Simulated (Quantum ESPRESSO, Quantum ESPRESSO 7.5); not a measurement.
# F on hollow sites of Mo(110): a series in the coverage

Aim: how the results for F on hollow sites of Mo(110) change with the coverage.

Program: Quantum ESPRESSO 7.5. Level of theory: plane-wave DFT, PBE, GBRV ultrasoft pseudopotentials. Results are calculated unless marked as measured.

This is a report of a sequence of runs, with most program output left out.

### 1. Starting point

Symmetry: Im-3m, No. 229, cubic system. The conventional cell has a = 3.150 Å, b = 3.150 Å, c = 3.150 Å, α = 90.00°, β = 90.00°, γ = 90.00°. Mo has 8 Mo at 2.73 Å nearest.

Set-up: Slabs of 3 layers, covered on the upper face; adsorbates and the top layer relax in a periodic cell, the rest is held (the clean slab relaxes both outer layers); a run under open boundaries (ESM, bc1) gives both vacuum levels. Cells of one to 9 surface sites carry the coverages, on meshes of like density; cold smearing of 0.02 Ry. The slabs take the lattice constants of the bulk relaxed by the same program.

Members 0.1667, 0.25, 0.3333, 0.5 and 0.6667 took the same steps and show in the table alone.

This run has no spin polarisation although its electron count is odd. A spin-polarised state was not tried and may lie lower.

### 2. Variable-cell relaxation of the reference

The bulk crystal is relaxed in cell and atoms; the members are built on its lattice constants.

File ref.vc.in:

```
&control
  prefix = 'ref.vc'
  outdir = './out'
  pseudo_dir = './pseudo'
  nstep = 40
  forc_conv_thr = 0.0003
  calculation = 'vc-relax'
/
&system
  ibrav = 0
  nat = 1
  ntyp = 1
  ecutwfc = 50
  ecutrho = 250
  occupations = 'smearing'
  smearing = 'mv'
  degauss = 0.02
/
&electrons
  conv_thr = 1e-09
  mixing_beta = 0.4
  electron_maxstep = 120
/
&ions
/
&cell
  press_conv_thr = 0.3
/
ATOMIC_SPECIES
  Mo  95.9500  mo_pbe_v1.uspp.F.UPF
CELL_PARAMETERS angstrom
  -1.57500000000000 1.57500000000000 1.57500000000000
  1.57500000000000 -1.57500000000000 1.57500000000000
  1.57500000000000 1.57500000000000 -1.57500000000000
ATOMIC_POSITIONS crystal
  Mo  0.000000000000 0.000000000000 0.000000000000
K_POINTS automatic
  18 18 18 0 0 0
```

The run is started by

```bash
$ OMP_NUM_THREADS=1 mpirun -n 16 pw.x -nk 16 -in ref.vc.in > ref.vc.out
```

It took 5.2 s on 16 MPI ranks of Arm Neoverse V2, shared host; peak memory 0.76 GiB.

Step by step:

```
step  energy less that of the first step (eV)  largest force (eV/Å)  volume (Å³)
   1                                   0.0000                0.0000        15.63
   2                                  -0.0007                0.0000        15.80
   3                                  -0.0009                0.0000        15.76
   4                                  -0.0011                0.0000        15.76
```

```csv
"conventional cell, symmetrised",before,after,change
a (Å),3.150,3.159,+0.3 %
b (Å),3.150,3.159,+0.3 %
c (Å),3.150,3.159,+0.3 %
volume (Å³/atom),15.63,15.76,+0.8 %
```

Final coordinates:

```
Mo
1.0
    -1.57929    1.57929    1.57929
     1.57929   -1.57929    1.57929
     1.57929    1.57929   -1.57929
Mo
1
Direct
  0.00000 0.00000 0.00000
```

 The last row is no step: it is a fresh SCF in the final cell with a new plane-wave basis, -0 meV from the row before.

Read from the output:

| Item | Value |
| --- | --- |
| free energy | -1895.8140 eV |
| Fermi energy | 21.20 eV |

### 3. Ground state of the reference

A bulk run at that cell gives the reference energy and levels.

File ref.bulk.in:

```
&control
  prefix = 'ref.bulk'
  outdir = './out'
  pseudo_dir = './pseudo'
  calculation = 'scf'
  tprnfor = .true.
/
&system
  ibrav = 0
  nat = 1
  ntyp = 1
  ecutwfc = 40
  ecutrho = 200
  occupations = 'smearing'
  smearing = 'mv'
  degauss = 0.02
/
&electrons
  conv_thr = 1e-09
  mixing_beta = 0.4
  electron_maxstep = 120
/
ATOMIC_SPECIES
  Mo  95.9500  mo_pbe_v1.uspp.F.UPF
CELL_PARAMETERS angstrom
  -1.57928889400000 1.57928889400000 1.57928889400000
  1.57928889400000 -1.57928889400000 1.57928889400000
  1.57928889400000 1.57928889400000 -1.57928889400000
ATOMIC_POSITIONS crystal
  Mo  0.000000000000 0.000000000000 0.000000000000
K_POINTS automatic
  18 18 18 0 0 0
```

The run is started by

```bash
$ OMP_NUM_THREADS=1 mpirun -n 16 pw.x -nk 16 -in ref.bulk.in > ref.bulk.out
```

The job ended after 1.9 s (16 MPI ranks; peak memory 0.09 GiB).

Numbers from this step:

- free energy: -1895.8017 eV

### 4. Relaxing the ions of the reference

The free molecule gives the reference for adsorption energies.

System of this step: F2 molecule in a box. The cell holds 2 atoms: 2 F. Its edges and angles: a = 11.000 Å, b = 11.500 Å, c = 13.000 Å, α = 90.0°, β = 90.0°, γ = 90.0°. Vacuum lies along a, b and c.

File ref.gas.in:

```
&control
  prefix = 'ref.gas'
  outdir = './out'
  pseudo_dir = './pseudo'
  nstep = 40
  forc_conv_thr = 0.001
  calculation = 'relax'
/
&system
  ibrav = 0
  nat = 2
  ntyp = 1
  ecutwfc = 40
  ecutrho = 200
  occupations = 'smearing'
  smearing = 'gaussian'
  degauss = 0.002
/
&electrons
  conv_thr = 1e-07
  mixing_beta = 0.4
  electron_maxstep = 120
/
&ions
/
ATOMIC_SPECIES
  F   18.9984  f_pbe_v1.4.uspp.F.UPF
CELL_PARAMETERS angstrom
  11.00000000000000 0.00000000000000 0.00000000000000
  0.00000000000000 11.50000000000000 0.00000000000000
  0.00000000000000 0.00000000000000 13.00000000000000
ATOMIC_POSITIONS crystal
  F   0.500000000000 0.500000000000 0.445384615385
  F   0.500000000000 0.500000000000 0.554615384615
K_POINTS automatic
  1 1 1 0 0 0
```

The run is started by

```bash
$ OMP_NUM_THREADS=1 mpirun -n 16 pw.x -nk 1 -in ref.gas.in > ref.gas.out
```

It took 1.6 s on 16 MPI ranks; peak memory 0.1 GiB.

The forces lay under the threshold from the start, so no ionic step was taken.

This step gave:

- free energy: -1318.6309 eV
- Fermi energy: -7.927 eV

### 5. Relaxing the ions, 0 ML

What the set-up leaves free in this member is relaxed.

System of this step: Mo(110), 3 layers, 1 sites a cell. The cell holds 3 atoms: 3 Mo. Cell: a = 2.735 Å, b = 2.735 Å, c = 18.505 Å, α = 90.0°, β = 90.0°, γ = 70.5°. It derives from Mo. Vacuum lies along c.

File m0.relax.in:

```
&control
  prefix = 'm0.relax'
  outdir = './out'
  pseudo_dir = './pseudo'
  nstep = 70
  forc_conv_thr = 0.0015
  calculation = 'relax'
/
&system
  ibrav = 0
  nat = 3
  ntyp = 1
  ecutwfc = 40
  ecutrho = 200
  occupations = 'smearing'
  smearing = 'mv'
  degauss = 0.02
/
&electrons
  conv_thr = 1e-07
  mixing_beta = 0.3
  electron_maxstep = 120
  mixing_mode = 'local-TF'
/
&ions
/
ATOMIC_SPECIES
  Mo  95.9500  mo_pbe_v1.uspp.F.UPF
CELL_PARAMETERS angstrom
  2.23345177280000 -1.57928889400000 0.00000000000000
  2.23345177280000 1.57928889400000 0.00000000000000
  0.00000000000000 0.00000000000000 18.50502704782223
ATOMIC_POSITIONS crystal
  Mo  0.000000000000 0.000000000000 0.379305673695
  Mo  0.500000000000 0.500000000000 0.500000000000 0 0 0
  Mo  0.000000000000 0.000000000000 0.620694326305
K_POINTS automatic
  9 9 1 0 0 0
```

The run is started by

```bash
$ OMP_NUM_THREADS=1 mpirun -n 16 pw.x -nk 4 -in m0.relax.in > m0.relax.out
```

The job ended after 27 s (16 MPI ranks; peak memory 0.9 GiB).

Relaxation path:

```
step  energy less that of the first step (eV)  largest force (eV/Å)
   1                                   0.0000                0.6411
   2                                  -0.0158                0.5527
   3                                  -0.0304                0.4534
   4                                  -0.0467                0.2962
   5                                  -0.0577                0.0380
   6                                  -0.0579                0.0017
```

The atoms that moved most (Å):

```
atom     dx     dy      dz  length
 Mo1  0.000  0.000   0.087   0.087
 Mo3  0.000  0.000  -0.087   0.087
```

Final coordinates:

```
Mo
1.0
     2.23345   -1.57929    0.00000
     2.23345    1.57929    0.00000
     0.00000    0.00000   18.50503
Mo
3
Cartesian
  0.0000 0.0000 7.1060
  2.2335 0.0000 9.2525
  0.0000 0.0000 11.3990
```

The relaxation lowers the energy by 19 meV an atom. On the free atoms the largest force ends at 0.002 eV/Å.

Numbers from this step:

```
free energy  : -5684.8476 eV
Fermi energy : 4.756 eV
```

### 6. SCF with pw.x, 0 ML

A run under open boundaries on these atoms gives the vacuum levels.

File m0.esm.in:

```
&control
  prefix = 'm0.esm'
  outdir = './out'
  pseudo_dir = './pseudo'
  calculation = 'scf'
  tprnfor = .true.
/
&system
  ibrav = 0
  nat = 3
  ntyp = 1
  ecutwfc = 40
  ecutrho = 200
  occupations = 'smearing'
  smearing = 'mv'
  degauss = 0.02
  assume_isolated = 'esm'
  esm_bc = 'bc1'
/
&electrons
  conv_thr = 1e-07
  mixing_beta = 0.25
  electron_maxstep = 160
  mixing_mode = 'local-TF'
  mixing_ndim = 12
/
ATOMIC_SPECIES
  Mo  95.9500  mo_pbe_v1.uspp.F.UPF
CELL_PARAMETERS angstrom
  2.23345177280000 -1.57928889400000 0.00000000000000
  2.23345177280000 1.57928889400000 0.00000000000000
  0.00000000000000 0.00000000000000 18.50502704782223
ATOMIC_POSITIONS crystal
  Mo  0.000000000000 0.000000000000 -0.115996226600
  Mo  0.500000000000 0.500000000000 0.000000000000
  Mo  0.000000000000 0.000000000000 0.115996226600
K_POINTS automatic
  9 9 1 0 0 0
```

The run is started by

```bash
$ OMP_NUM_THREADS=1 mpirun -n 16 pw.x -nk 4 -in m0.esm.in > m0.esm.out
```

Run time: 14 s. Hardware: 16 MPI ranks; peak memory 0.9 GiB; 3.7 min of CPU time.

This step gave:

* free energy: -5684.8478 eV
* Fermi energy: -4.715 eV
* vacuum line at the lower end of the cell, over the Fermi level: 4.715 eV
* vacuum line at the upper end of the cell, over the Fermi level: 4.715 eV

Electrostatic potential energy of an electron; zero at the Fermi level. The potential energy, planar mean by z:

```csv
z (Å),"potential energy, planar mean (eV)"
-9,4.72
-8,4.72
-7,4.71
-6,4.71
-5,4.63
-4,3.90
-3,-3.64
-2,-31.8
-1,-3.18
0,-34.6
1,-3.18
2,-31.8
3,-3.64
4,3.90
5,4.63
6,4.71
7,4.71
8,4.72
9,4.72
```

The vacuum levels are read from the outermost 0.7 Å of the cell on either side.

Inside the slab this potential holds the local part of the pseudopotentials, which can be repulsive at the nuclei; only its value in the vacuum has a meaning of its own.

### 7. Relaxation with pw.x, 0.1111 ML

System of this step: Mo(110), 3 layers, 9 sites a cell, 1 F on hollow sites. The cell holds 28 atoms: 27 Mo and 1 F. Its edges and angles: a = 8.206 Å, b = 8.206 Å, c = 19.978 Å, α = 90.0°, β = 90.0°, γ = 70.5°. It derives from Mo. Vacuum lies along c.

File m1.relax.in:

```
&control
  prefix = 'm1.relax'
  outdir = './out'
  pseudo_dir = './pseudo'
  nstep = 70
  forc_conv_thr = 0.0015
  calculation = 'relax'
/
&system
  ibrav = 0
  nat = 28
  ntyp = 2
  ecutwfc = 40
  ecutrho = 200
  occupations = 'smearing'
  smearing = 'mv'
  degauss = 0.02
/
&electrons
  conv_thr = 1e-07
  mixing_beta = 0.3
  electron_maxstep = 120
  mixing_mode = 'local-TF'
/
&ions
/
ATOMIC_SPECIES
  Mo  95.9500  mo_pbe_v1.uspp.F.UPF
  F   18.9984  f_pbe_v1.4.uspp.F.UPF
CELL_PARAMETERS angstrom
  6.70035531840002 -4.73786668200000 0.00000000000000
  6.70035531840002 4.73786668200000 0.00000000000000
  0.00000000000000 0.00000000000000 19.97804674610371
ATOMIC_POSITIONS crystal
  Mo  0.886666666700 0.886666666700 0.351338738983 0 0 0
  Mo  0.886666666700 0.220000000000 0.351338738983 0 0 0
  Mo  0.886666666700 0.553333333300 0.351338738983 0 0 0
  Mo  0.220000000000 0.886666666700 0.351338738983 0 0 0
  Mo  0.220000000000 0.220000000000 0.351338738983 0 0 0
  Mo  0.220000000000 0.553333333300 0.351338738983 0 0 0
  Mo  0.553333333300 0.886666666700 0.351338738983 0 0 0
  Mo  0.553333333300 0.220000000000 0.351338738983 0 0 0
[... 16 atom lines left out ...]
  Mo  0.553333333300 0.886666666700 0.574929343328
  Mo  0.553333333300 0.220000000000 0.574929343328
  Mo  0.553333333300 0.553333333300 0.574929343328
  F   0.000000000000 0.000000000000 0.648661261017
K_POINTS automatic
  3 3 1 0 0 0
```

The run is started by

```bash
$ OMP_NUM_THREADS=1 mpirun -n 16 pw.x -nk 1 -in m1.relax.in > m1.relax.out
```

It took 24 min on 16 MPI ranks; peak memory 4.1 GiB.

Step by step:

| step | energy less that of the first step (eV) | largest force (eV/Å) |
| --- | --- | --- |
| 1 | 0.0000 | 1.0760 |
| 2 | -0.1025 | 0.8200 |
| 3 | -0.1940 | 0.6286 |
| 4 | -0.2830 | 0.3435 |
| 5 | -0.3216 | 0.4143 |
| 6 | -0.3270 | 0.3422 |
| 7 | -0.3315 | 0.2590 |
| 8 | -0.3357 | 0.1380 |
| 9 | -0.3374 | 0.1215 |
| 10 | -0.3378 | 0.1085 |
| 11 | -0.3384 | 0.0746 |
| 12 | -0.3388 | 0.0219 |

The atoms that moved most (Å):

| atom | dx | dy | dz | length |
| --- | --- | --- | --- | --- |
| Mo23 | 0.053 | 0.000 | -0.109 | 0.121 |
| Mo27 | 0.015 | 0.000 | -0.109 | 0.110 |
| Mo24 | 0.006 | -0.010 | -0.105 | 0.106 |
| Mo26 | 0.006 | 0.010 | -0.105 | 0.106 |
| Mo25 | 0.009 | 0.009 | -0.099 | 0.100 |
| Mo21 | 0.009 | -0.009 | -0.099 | 0.100 |
| Mo19 | -0.060 | 0.000 | -0.075 | 0.096 |
| Mo20 | 0.028 | 0.009 | -0.061 | 0.068 |

The relaxation lowers the energy by 12 meV an atom. On the free atoms the largest force ends at 0.022 eV/Å.

Read from the output:

```
free energy  : -51826.5966 eV
Fermi energy : 4.125 eV
```

### 8. Ground state, 0.1111 ML

File m1.esm.in:

```
&control
  prefix = 'm1.esm'
  outdir = './out'
  pseudo_dir = './pseudo'
  calculation = 'scf'
  tprnfor = .true.
/
&system
  ibrav = 0
  nat = 28
  ntyp = 2
  ecutwfc = 40
  ecutrho = 200
  occupations = 'smearing'
  smearing = 'mv'
  degauss = 0.02
  assume_isolated = 'esm'
  esm_bc = 'bc1'
/
&electrons
  conv_thr = 1e-07
  mixing_beta = 0.25
  electron_maxstep = 160
  mixing_mode = 'local-TF'
  mixing_ndim = 12
/
ATOMIC_SPECIES
  Mo  95.9500  mo_pbe_v1.uspp.F.UPF
  F   18.9984  f_pbe_v1.4.uspp.F.UPF
CELL_PARAMETERS angstrom
  6.70035531840002 -4.73786668200000 0.00000000000000
  6.70035531840002 4.73786668200000 0.00000000000000
  0.00000000000000 0.00000000000000 19.97804674610371
ATOMIC_POSITIONS crystal
  Mo  0.886666666700 0.886666666700 -0.147469698200
  Mo  0.886666666700 0.220000000000 -0.147469698200
  Mo  0.886666666700 0.553333333300 -0.147469698200
  Mo  0.220000000000 0.886666666700 -0.147469698200
  Mo  0.220000000000 0.220000000000 -0.147469698200
  Mo  0.220000000000 0.553333333300 -0.147469698200
  Mo  0.553333333300 0.886666666700 -0.147469698200
  Mo  0.553333333300 0.220000000000 -0.147469698200
[... 16 atom lines left out ...]
  Mo  0.553064755700 0.888204447500 0.071175092600
  Mo  0.552745708100 0.221442912500 0.070852489900
  Mo  0.554464213900 0.554464213900 0.070649178500
  F   -0.003393621600 -0.003393621600 0.147469698200
K_POINTS automatic
  3 3 1 0 0 0
```

The run is started by

```bash
$ OMP_NUM_THREADS=1 mpirun -n 16 pw.x -nk 1 -in m1.esm.in > m1.esm.out
```

Elapsed: 6.5 min, on 16 MPI ranks; peak memory 3.5 GiB; 1.7 h of CPU time.

Numbers from this step:

- free energy: -51826.5996 eV
- Fermi energy: -4.738 eV
- vacuum line at the lower end of the cell, over the Fermi level: 4.778 eV
- vacuum line at the upper end of the cell, over the Fermi level: 4.698 eV

Inside the slab this potential holds the local part of the pseudopotentials, which can be repulsive at the nuclei; only its value in the vacuum has a meaning of its own.

### 9. Relaxing the ions, 0.75 ML

System of this step: Mo(110), 3 layers, 4 sites a cell, 3 F on hollow sites. The cell holds 15 atoms: 12 Mo and 3 F. Its edges and angles: a = 5.471 Å, b = 5.471 Å, c = 19.978 Å, α = 90.0°, β = 90.0°, γ = 70.5°. It derives from Mo. Vacuum lies along c.

File m7.relax.in:

```
&control
  prefix = 'm7.relax'
  outdir = './out'
  pseudo_dir = './pseudo'
  nstep = 70
  forc_conv_thr = 0.0015
  calculation = 'relax'
/
&system
  ibrav = 0
  nat = 15
  ntyp = 2
  ecutwfc = 40
  ecutrho = 200
  occupations = 'smearing'
  smearing = 'mv'
  degauss = 0.02
/
&electrons
  conv_thr = 1e-07
  mixing_beta = 0.3
  electron_maxstep = 120
  mixing_mode = 'local-TF'
/
&ions
/
ATOMIC_SPECIES
  Mo  95.9500  mo_pbe_v1.uspp.F.UPF
  F   18.9984  f_pbe_v1.4.uspp.F.UPF
CELL_PARAMETERS angstrom
  4.46690354560001 -3.15857778800000 0.00000000000000
  4.46690354560001 3.15857778800000 0.00000000000000
  0.00000000000000 0.00000000000000 19.97804674610371
ATOMIC_POSITIONS crystal
  Mo  0.830000000000 0.330000000000 0.351338738983 0 0 0
  Mo  0.330000000000 0.830000000000 0.351338738983 0 0 0
  Mo  0.330000000000 0.330000000000 0.351338738983 0 0 0
  Mo  0.830000000000 0.830000000000 0.351338738983 0 0 0
  Mo  0.080000000000 0.580000000000 0.463134041155 0 0 0
  Mo  0.580000000000 0.080000000000 0.463134041155 0 0 0
  Mo  0.580000000000 0.580000000000 0.463134041155 0 0 0
  Mo  0.080000000000 0.080000000000 0.463134041155 0 0 0
  Mo  0.830000000000 0.330000000000 0.574929343328
  Mo  0.330000000000 0.830000000000 0.574929343328
  Mo  0.330000000000 0.330000000000 0.574929343328
  Mo  0.830000000000 0.830000000000 0.574929343328
  F   0.000000000000 0.500000000000 0.648661261017
  F   0.500000000000 0.000000000000 0.648661261017
  F   0.500000000000 0.500000000000 0.648661261017
K_POINTS automatic
  5 5 1 0 0 0
```

The run is started by

```bash
$ OMP_NUM_THREADS=1 mpirun -n 16 pw.x -nk 2 -in m7.relax.in > m7.relax.out
```

Wall time 12 min (16 MPI ranks); peak memory 1.9 GiB.

Step by step:

```csv
step,energy less that of the first step (eV),largest force (eV/Å)
1,0.0000,1.8913
2,-0.0971,1.6000
3,-0.1736,1.2923
4,-0.2530,0.8153
5,-0.3029,0.4133
6,-0.3149,0.2998
7,-0.3231,0.2625
8,-0.3309,0.2100
9,-0.3354,0.1435
10,-0.3372,0.1260
11,-0.3393,0.1086
12,-0.3417,0.0767
13,-0.3428,0.0730
14,-0.3431,0.0673
15,-0.3435,0.0526
```

The atoms that moved most (Å):

| atom | dx | dy | dz | length |
| --- | --- | --- | --- | --- |
| Mo12 | 0.270 | 0.000 | -0.013 | 0.271 |
| F15 | 0.037 | 0.000 | -0.105 | 0.111 |
| F14 | -0.060 | 0.017 | -0.016 | 0.065 |
| F13 | -0.060 | -0.017 | -0.016 | 0.065 |
| Mo10 | -0.012 | 0.040 | -0.044 | 0.061 |
| Mo9 | -0.012 | -0.040 | -0.044 | 0.061 |
| Mo11 | -0.001 | 0.000 | -0.053 | 0.053 |

The relaxation lowers the energy by 23 meV an atom. On the free atoms the largest force ends at 0.053 eV/Å.

This step gave:

```
free energy  : -24728.6400 eV
Fermi energy : 4.407 eV
```

(Part 1 of 2 ends here.)

[Logs are printed without paths, hosts, clocks, repeated set-up lines and the standing remarks that a program may print on its own settings, such as how far it seeks lower states.]

[Hosts, paths, dates, database ids (printed as entryN), source tags and the programs' standing remarks are cut or masked in the printed files.]

[Maps of the electrostatic potential energy from Ansatz leave out the sawtooth potential of an applied field or a dipole correction, so their vacuum need not be flat; planar profiles and work functions include it.]
